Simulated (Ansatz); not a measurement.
## Dielectric response of HfO2 (111) films: cost of one run

Ansatz 0.2.0; plane-wave DFT, PBEsol, Ansatz PAW. The cell holds 15 atoms.

Input file input.yaml:

```yaml
crystal:
  lattice:
    - [3.5921024473, -2.9e-09, 0.0]
    - [-1.7960512211, 3.1108519738, 0.0]
    - [0.0, 0.0, 31.1982271537]
  atoms:
    - { symbol: O, position: [0.6666666667, 0.3333333333, 0.2917176991] }
    - { symbol: Hf, position: [0.3333333333, 0.6666666667, 0.3163039431] }
    - { symbol: O, position: [0.0, 0.0, 0.339178116] }
[... 6 atom lines left out ...]
    - { symbol: O, position: [0.6666666667, 0.3333333333, 0.5699238587] }
    - { symbol: Hf, position: [0.3333333333, 0.6666666667, 0.592810035] }
    - { symbol: O, position: [0.0, 0.0, 0.6160046028] }
    - { symbol: O, position: [0.3333333333, 0.6666666667, 0.6608218839] }
    - { symbol: Hf, position: [0.0, 0.0, 0.683696057] }
    - { symbol: O, position: [0.6666666667, 0.3333333333, 0.708282301] }
kpoints:
  mp_grid: { grid: [12, 12, 1] }
hamiltonian:
  xc: pbesol
scf:
  occupations: { method: fixed }
  convergence: { dr2_threshold: 1.0e-09 }
efield:
  axis: 3
  dipole_correction: true
  ramp_position: 0.97
  ramp_width: 0.06
output:
  eigenvalues: true
  write_potential: true
  write_density: true
  volumetric_format: npy
```

Run with:

```console
ansatz run input.yaml --threads 4 --pin off --max-ram 16384MiB --backend cpu --events-out ev --progress --plain --runs-dir out
```

The cutoff in use is 420 eV. For reference, a run of the same kind (6 atoms, 19 k-points, 46 bands and 4,803 plane waves; 10 SCF cycles) took 6.3 s and 0.65 GiB on the same hardware.

**Question.** How long does this run take on 4 threads of Arm Neoverse V2, shared host, and how much memory does it need?

A cutoff of 420 eV is a sphere of radius 10.5 Å⁻¹, so a cell of 349 Å³ holds about V·G³/6π² = 6,813 plane waves. At two electrons a band, the 190 electrons need 95 bands, and 19 more are carried. Symmetry cuts the 12×12×1 mesh from 144 to 19 points. The run has 19 k-points, 114 bands and 6,705 plane waves. Taking the work of a cycle as k-points × spins × bands × plane waves, that is 3.5 times the reference, or 22 s at the reference's 10 cycles. The run needed 11 SCF cycles, which makes it about 24 s. One copy of the wavefunctions takes 0.22 GiB at 16 bytes a coefficient, against 0.063 GiB in the reference; grids, projectors and work arrays come on top. Measured: about 34 s, with a peak of 1.5 GiB. The run took longer than the estimate, which leaves out the steps that grow as the square of the band count.

[Logs are printed without paths, hosts, clocks, repeated set-up lines and the standing remarks that a program may print on its own settings, such as how far it seeks lower states.]

[Hosts, paths, dates, database ids (printed as entryN), source tags and the programs' standing remarks are cut or masked in the printed files.]

[Maps of the electrostatic potential energy from Ansatz leave out the sawtooth potential of an applied field or a dipole correction, so their vacuum need not be flat; planar profiles and work functions include it.]
